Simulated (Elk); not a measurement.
**Magnetic state of CmIr2 from several starts**

Aim: find out whether CmIr2 carries moments, and which collinear order costs least.

Method: PBE; all-electron APW+lo, Dirac cores, scalar-relativistic bands, in Elk 11.2.3 (patched build).

### Step 1. The starting structure

It takes space group Fd-3m (No. 227, cubic). Conventional cell: a = 7.561 Å, b = 7.561 Å, c = 7.561 Å, α = 90.00°, β = 90.00°, γ = 90.00°. Nearest to Cm lie 12 Ir at 3.13 Å and 4 Cm at 3.27 Å. Ir has 6 Ir at 2.67 Å and 6 Cm at 3.13 Å nearest. Farther neighbours are not listed.

### Step 2. Order 1, typed as ferro ++

Parallel moments need no larger cell; this start tests for a ferromagnetic state only.

The last three numbers of an atom's line are a seed field in its sphere. It points against the wanted moment and shrinks by the factor reducebf each loop.

Input file elk.in:

```
tasks
  0

xctype
  20

rgkmax
  7.0

nempty
  8

swidth
  0.001

reducebf
  0.7

epsengy
  1e-05

maxscl
  150

lmaxi
  3

spinpol
  .true.

sppath
  './'

avec
  0.00000000000 7.14410961415 7.14410961415
  7.14410961415 0.00000000000 7.14410961415
  7.14410961415 7.14410961415 0.00000000000

atoms
  2
  'Cm.in'
  2
  0.0000000000 0.0000000000 0.0000000000   0.000000 0.000000 -0.750000
  0.2500000000 0.2500000000 0.2500000000   0.000000 0.000000 -0.750000
  'Ir.in'
  4
  0.6250000000 0.6250000000 0.6250000000   0.000000 0.000000 0.000000
  0.1250000000 0.6250000000 0.6250000000   0.000000 0.000000 0.000000
  0.6250000000 0.6250000000 0.1250000000   0.000000 0.000000 0.000000
  0.6250000000 0.1250000000 0.6250000000   0.000000 0.000000 0.000000

ngridk
  6 6 6
```

Started as:

```sh
$ OMP_NUM_THREADS=4 elk
```

Numbers of over 12 decimals in the logs are rounded to 6 here.

The program printed:

```text
Warning(init1): few empty states an atom for a second variation :    8.000000000
 they are its basis, with spin, DFT+U, afieldc (12 by default), in Hartree-Fock and RDMFT; 30 and more for pressures
Warning(gndstate): core states of species 2 leak from the muffin-tin :   0.1123824167E-02

--- INFO.OUT ---
┌─────────────────────────┐
│ Elk code version 11.2.3 │
└─────────────────────────┘

All units are atomic (Hartree, Bohr, etc.)

┌─────────────────────────────────────────────────┐
│ Ground-state run starting from atomic densities │
└─────────────────────────────────────────────────┘

Lattice vectors :
   0.000000000       7.144109614       7.144109614
   7.144109614       0.000000000       7.144109614
   7.144109614       7.144109614       0.000000000

Reciprocal lattice vectors :
 -0.4397458638      0.4397458638      0.4397458638
  0.4397458638     -0.4397458638      0.4397458638
  0.4397458638      0.4397458638     -0.4397458638

Unit cell volume      :    729.2464506
Brillouin zone volume :   0.3401459318

Muffin-tin inner radius fraction :   0.1000000000E-01

Nuclei treated as point charges

Species : 1 (Cm)
 parameters loaded from : Cm.in
 name : curium
 nuclear charge    :   -96.00000000
 electronic charge :    96.00000000
 atomic mass :    450253.4561
 muffin-tin radius :    3.000000000
 number of radial points in muffin-tin :   1593
 inner part over the whole radius :   0.9921970442E-02
 number on inner part of muffin-tin    :   1148
 approximate nuclear radius :   0.1109296213E-03
 number of mesh points to nuclear radius :    609
 atomic positions (lattice), magnetic fields (Cartesian) :
  1 :   0.37500000  0.37500000  0.37500000    0.00000000  0.00000000 -0.75000000
  2 :  -0.37500000 -0.37500000 -0.37500000    0.00000000  0.00000000 -0.75000000

Species : 2 (Ir)
 parameters loaded from : Ir.in
 name : iridium
 nuclear charge    :   -77.00000000
 electronic charge :    77.00000000
 atomic mass :    350390.1562
 muffin-tin radius :    2.500824177
 number of radial points in muffin-tin :   1393
 inner part over the whole radius :   0.9934736914E-02
 number on inner part of muffin-tin    :    997
 approximate nuclear radius :   0.1024342351E-03
 number of mesh points to nuclear radius :    525
 atomic positions (lattice), magnetic fields (Cartesian) :
  1 :   0.00000000  0.00000000  0.00000000    0.00000000  0.00000000  0.00000000
  2 :   0.50000000  0.00000000  0.00000000    0.00000000  0.00000000  0.00000000
  3 :   0.00000000  0.00000000  0.50000000    0.00000000  0.00000000  0.00000000
  4 :   0.00000000  0.50000000  0.00000000    0.00000000  0.00000000  0.00000000

Total number of atoms per unit cell :    6
Total muffin-tin volume :    488.2530670
 ratio of muffin-tin to unit cell volume :   0.6695309475

Spin treatment :
 spin-polarised
 global magnetic field (Cartesian) :    0.000000000       0.000000000       0.000000000
 collinear magnetisation in z-direction

Number of Bravais lattice symmetries :   48
Number of crystal symmetries         :   48
Crystal has inversion symmetry
Real symmetric eigensolver will be used

k-point grid :      6     6     6
k-point offset :    0.000000000       0.000000000       0.000000000
k-point set is reduced with full crystal symmetry group
Total number of k-points :       16

Muffin-tin radius times maximum |G+k| :    7.000000000
 using average radius
Maximum |G+k| for APW functions       :    2.624459245
Maximum (1/2)|G+k|²                   :    3.443893165
Maximum |G| for potential and density :    12.00000000
Constant for pseudocharge density :    9
 order of it for each species :   16  16
 order of it for pair densities of each species (exact exchange by exxq0 0: 16) :   12   8
Radial integration step length :    1

G-vector grid sizes :     40    40    40
Number of G-vectors :    21331

Maximum angular momentum used for
 APW functions            :    8
 outer part of muffin-tin :    6
 inner part of muffin-tin :    3

Total nuclear charge    :   -500.0000000
Total core charge       :    348.0000000
Total valence charge    :    152.0000000
Total excess charge     :    0.000000000
Total electronic charge :    500.0000000

Effective Wigner radius, rₛ :   0.7035126378

Number of empty states         :     48
Total number of valence states :    250
Total number of core states    :    348

Third-order local-orbitals added for an l without core states : T
Total number of local-orbitals :    206

Exchange-correlation functional :     20     0     0
 Perdew-Burke-Ernzerhof, Phys. Rev. Lett. 77, 3865 (1996)
 gradient requirement :    1
 generalised gradient approximation (GGA)

Smearing type :    3
 Fermi-Dirac
Smearing width :   0.1000000000E-02
Effective electronic temperature (K) :    315.7750248

Mixing type :    3
 Broyden mixing, J. Phys. A: Math. Gen. 17, L317 (1984)

Kohn-Sham potential initialised from atomic data

┌──────────────────────────────┐
│ Self-consistent loop started │
└──────────────────────────────┘

┌─────────────────┐
│ Loop number : 1 │
└─────────────────┘

Energies :
 Fermi                       :     0.242749
 sum of occupied eigenvalues :     -83611.879602771
 electron kinetic            :      160384.14880112
 core electron kinetic       :      156954.53134546
 Coulomb                     :     -292118.22507516
 Coulomb potential           :     -240804.08678480
 nuclear-nuclear             :     -12181.124704563
 electron-nuclear            :     -319367.93057016
 Hartree                     :      39430.830199566
 Madelung                    :     -171716.18168276
 xc potential                :     -3191.1156551692
 xc effective B-field        :    -0.913044
 external B-field            :      0.000000
 exchange                    :     -2402.3710238446
 correlation                 :     -31.114314887838
 electron entropic           :    -0.53687330871283E-03
 total energy                :     -134167.56214965
 (external B-field energy excluded from total)

Density of states at Fermi energy :    164.3575291
 (states/Hartree/unit cell)

Estimated indirect band gap :   0.7319746440E-03
 from k-point 9 to k-point 4
Estimated direct band gap   :   0.3308544289E-02
 at k-point 4

Charges :
 core                        :    348.0000000
 valence                     :    152.0000000
 interstitial                :    9.223391897
 muffin-tins (core leakage)
  species : 1 (Cm)
   atom 1                    :    94.18755270     (  0.3880600877E-04)
   atom 2                    :    94.18755270     (  0.3880600877E-04)
  species : 2 (Ir)
   atom 1                    :    75.60037568     (  0.1203341822E-02)
   atom 2                    :    75.60037568     (  0.1203341822E-02)
[...]
┌─────────────────┐
│ Loop number : 2 │
└─────────────────┘

Energies :
 Fermi                       :     0.244081
 sum of occupied eigenvalues :     -83611.800668538
 electron kinetic            :      160337.70475996
 core electron kinetic       :      156911.68474215
 Coulomb                     :     -292119.35299382
 Coulomb potential           :     -240802.80721899
 nuclear-nuclear             :     -12181.124704563
 electron-nuclear            :     -319371.45565008
 Hartree                     :      39433.227360823
 Madelung                    :     -171717.94938432
 xc potential                :     -3145.9881188458
 xc effective B-field        :    -0.917310
 external B-field            :      0.000000
 exchange                    :     -2402.4261148718
 correlation                 :     -31.114620316273
 electron entropic           :    -0.52523255431675E-03
 total energy                :     -134215.18949428
 (external B-field energy excluded from total)

Density of states at Fermi energy :    162.3098276
 (states/Hartree/unit cell)

Estimated indirect band gap :   0.8462016804E-03
 from k-point 9 to k-point 4
Estimated direct band gap   :   0.8864075308E-03
 at k-point 9

Charges :
 core                        :    348.0000000
 valence                     :    152.0000000
 interstitial                :    9.214395256
 muffin-tins (core leakage)
  species : 1 (Cm)
   atom 1                    :    94.21260498     (  0.3868017521E-04)
   atom 2                    :    94.21260498     (  0.3868017521E-04)
  species : 2 (Ir)
   atom 1                    :    75.59009869     (  0.1202276613E-02)
   atom 2                    :    75.59009869     (  0.1202276613E-02)
   atom 3                    :    75.59009869     (  0.1202276613E-02)
   atom 4                    :    75.59009869     (  0.1202276613E-02)
 total in muffin-tins        :    490.7856047
 total calculated charge     :    499.9899803
 total charge                :    500.0000000
 error                       :   0.1001970440E-01

Moments :
 interstitial                :   0.3698145973
 muffin-tins
  species : 1 (Cm)
   atom 1                    :    6.674551492
   atom 2                    :    6.674551492
  species : 2 (Ir)
   atom 1                    :  -0.2452268003E-01
   atom 2                    :  -0.2452268003E-01
   atom 3                    :  -0.2452268003E-01
   atom 4                    :  -0.2452268003E-01
 total in muffin-tins        :    13.25101226
 total moment                :    13.62082686

RMS change in Kohn-Sham potential (target) :    8.485498194     (  0.1000000000E-05)
Absolute change in total energy (target)   :    47.62734463     (  0.1000000000E-04)

[... loops 3 to 24 left out ...]

┌──────────────────┐
│ Loop number : 25 │
└──────────────────┘

Energies :
 Fermi                       :     0.422266
 sum of occupied eigenvalues :     -83542.760992920
 electron kinetic            :      160415.38057387
 core electron kinetic       :      156959.36231473
 Coulomb                     :     -292146.00481800
 Coulomb potential           :     -240771.16506889
 nuclear-nuclear             :     -12181.124704563
 electron-nuclear            :     -319457.35703509
 Hartree                     :      39492.476921658
 Madelung                    :     -171760.42228355
 xc potential                :     -3186.0199428949
 xc effective B-field        :    -0.956548
 external B-field            :      0.000000
 exchange                    :     -2403.8511712872
 correlation                 :     -31.119087222271
 electron entropic           :    -0.41284140728057E-03
 total energy                :     -134165.59491548
 (external B-field energy excluded from total)

Density of states at Fermi energy :    124.8152643
 (states/Hartree/unit cell)

Estimated indirect band gap :   0.9815547892E-03
 from k-point 8 to k-point 16
Estimated direct band gap   :   0.4039810391E-02
 at k-point 9

Charges :
 core                        :    348.0000000
 valence                     :    152.0000000
 interstitial                :    8.780269910
 muffin-tins (core leakage)
  species : 1 (Cm)
   atom 1                    :    94.55833426     (  0.3620056290E-04)
   atom 2                    :    94.55833426     (  0.3620056290E-04)
  species : 2 (Ir)
   atom 1                    :    75.52576539     (  0.1123824198E-02)
   atom 2                    :    75.52576539     (  0.1123824198E-02)
   atom 3                    :    75.52576539     (  0.1123824198E-02)
   atom 4                    :    75.52576539     (  0.1123824198E-02)
 total in muffin-tins        :    491.2197301
 total calculated charge     :    499.9904416
 total charge                :    500.0000000
 error                       :   0.9558430759E-02

Moments :
 interstitial                :   0.3432068774
 muffin-tins
  species : 1 (Cm)
   atom 1                    :    6.821348385
   atom 2                    :    6.821348385
  species : 2 (Ir)
   atom 1                    :  -0.4192737103E-01
   atom 2                    :  -0.4192737103E-01
   atom 3                    :  -0.4192737103E-01
   atom 4                    :  -0.4192737103E-01
 total in muffin-tins        :    13.47498729
 total moment                :    13.81819416

RMS change in Kohn-Sham potential (target) :   0.1675904339E-06 (  0.1000000000E-05)
Absolute change in total energy (target)   :   0.4742585588E-05 (  0.1000000000E-04)

Convergence targets achieved

┌──────────────────┐
│ Loop number : 26 │
└──────────────────┘

Energies :
 Fermi                       :     0.422266
 sum of occupied eigenvalues :     -83542.760985418
 electron kinetic            :      160415.38056643
 core electron kinetic       :      156959.36230946
 Coulomb                     :     -292146.00482021
 Coulomb potential           :     -240771.16503392
 nuclear-nuclear             :     -12181.124704563
 electron-nuclear            :     -319457.35707334
 Hartree                     :      39492.476957693
 Madelung                    :     -171760.42230325
 xc potential                :     -3186.0199653462
 xc effective B-field        :    -0.956546
 external B-field            :      0.000000
 exchange                    :     -2403.8511709189
 correlation                 :     -31.119087390258
 electron entropic           :    -0.41284620153899E-03
 total energy                :     -134165.59492493
 (external B-field energy excluded from total)

Density of states at Fermi energy :    124.8170584
 (states/Hartree/unit cell)

Estimated indirect band gap :   0.9815566939E-03
 from k-point 8 to k-point 16
Estimated direct band gap   :   0.4039798198E-02
 at k-point 9

Charges :
 core                        :    348.0000000
 valence                     :    152.0000000
 interstitial                :    8.780269658
 muffin-tins (core leakage)
  species : 1 (Cm)
   atom 1                    :    94.55833443     (  0.3620057420E-04)
   atom 2                    :    94.55833443     (  0.3620057420E-04)
  species : 2 (Ir)
   atom 1                    :    75.52576537     (  0.1123824167E-02)
   atom 2                    :    75.52576537     (  0.1123824167E-02)
   atom 3                    :    75.52576537     (  0.1123824167E-02)
   atom 4                    :    75.52576537     (  0.1123824167E-02)
 total in muffin-tins        :    491.2197303
 total calculated charge     :    499.9904416
 total charge                :    500.0000000
 error                       :   0.9558430717E-02

Moments :
 interstitial                :   0.3431965782
 muffin-tins
  species : 1 (Cm)
   atom 1                    :    6.821337093
   atom 2                    :    6.821337093
  species : 2 (Ir)
   atom 1                    :  -0.4191744186E-01
   atom 2                    :  -0.4191744186E-01
   atom 3                    :  -0.4191744186E-01
   atom 4                    :  -0.4191744186E-01
 total in muffin-tins        :    13.47500442
 total moment                :    13.81820100

┌──────────────────────────────┐
│ Self-consistent loop stopped │
└──────────────────────────────┘

Warning : core states of species 2 leak from the muffin-tin :   0.1123824167E-02

Wrote STATE.OUT
```

The job ended after 6.9 min (4 threads of Arm Neoverse V2, shared host; peak memory 1 GiB; 27 min of CPU time).

Spin moment in the muffin-tin sphere by atom:

| atom | spin moment in the muffin-tin sphere (μB) |
| --- | --- |
| Cm1 | 6.82 |
| Cm2 | 6.82 |
| Ir3 | -0.04 |
| Ir4 | -0.04 |
| Ir5 | -0.04 |
| Ir6 | -0.04 |

Numbers from this step:

| Property | Result |
| --- | --- |
| density of states at the Fermi level | 4.587 states/eV/cell |
| moment between the spheres | 0.3432 μB |
| magnetization | 13.82 μB |
| final state | ferromagnetic |

After 26 cycles the largest moment stands at 6.82 μB.

(Part 1 of 2 ends here.)

[Logs and program files are shortened in this print: banners, set-up blocks, solver, clock and traceback lines can be left out without a mark of their own.]

[Logs are printed without paths, hosts, clocks, repeated set-up lines and the standing remarks that a program may print on its own settings, such as how far it seeks lower states.]

[Hosts, paths, dates, database ids (printed as entryN), source tags and the programs' standing remarks are cut or masked in the printed files.]

[Where a cell is said to come from a database of computed structures, the database is the Materials Project.]
